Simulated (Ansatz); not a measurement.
In doubt: masses and optical values from hybrid runs of this build are listed as unsure, which bears on the screening that GW takes from such a start.

Rows from a G0W0 calculation on Selenium (P3_121, 3 atoms a cell) (Ansatz 0.2.0; G0W0 on HSE06, plane waves, PAW; PAW set soft_1; 6×6×4 mesh, 244 empty bands, screening to 120 eV, PAW set soft_1 files), in eV. Spin-orbit coupling is left out.

```csv
row,k,band,start,Σx,Σc at the solution,Vxc
A,"(0.000, -0.500, -0.500)",c2,9.550,-10.220,-3.805,-14.089
B,"(0.000, -0.500, -0.500)",c1,8.473,-11.301,-3.667,-15.114
C,"(0.333, 0.333, -0.500)",v1,5.781,-17.605,1.327,-16.054
D,"(0.333, 0.333, -0.500)",c2,9.643,-10.364,-3.984,-14.469
E,"(0.333, 0.333, -0.500)",c1,7.846,-10.921,-3.528,-14.598
F,"(0.000, -0.500, -0.500)",v1,6.067,-17.497,1.140,-16.134
```

Question: Work out each quasiparticle level and how far it moved.

The quasiparticle equation reads E = start + Σx + Σc(E) − Vxc.

```csv
row,E (eV),shift (eV)
A,9.614,+0.064
B,8.619,+0.146
C,5.557,−0.224
D,9.764,+0.121
E,7.995,+0.149
F,5.843,−0.224
```

The gap over the computed points goes from 1.78 eV to 2.15 eV.

Limits: not at the basis limit; no spin-orbit coupling.

[Paths, hosts, dates, memory and timing lines, banners, echoed tables and standing remarks are left out of the program output.]

[Logs are printed without paths, hosts, clocks, repeated set-up lines and the standing remarks that a program may print on its own settings, such as how far it seeks lower states.]

[Runs of the session that timed out or met a known fault of the program may be left out.]

[Cells called generated may have been cut or substituted from an entry of the Crystallography Open Database or the Materials Project.]

[Hosts, paths, dates, database ids (printed as entryN), source tags and the programs' standing remarks are cut or masked in the printed files.]
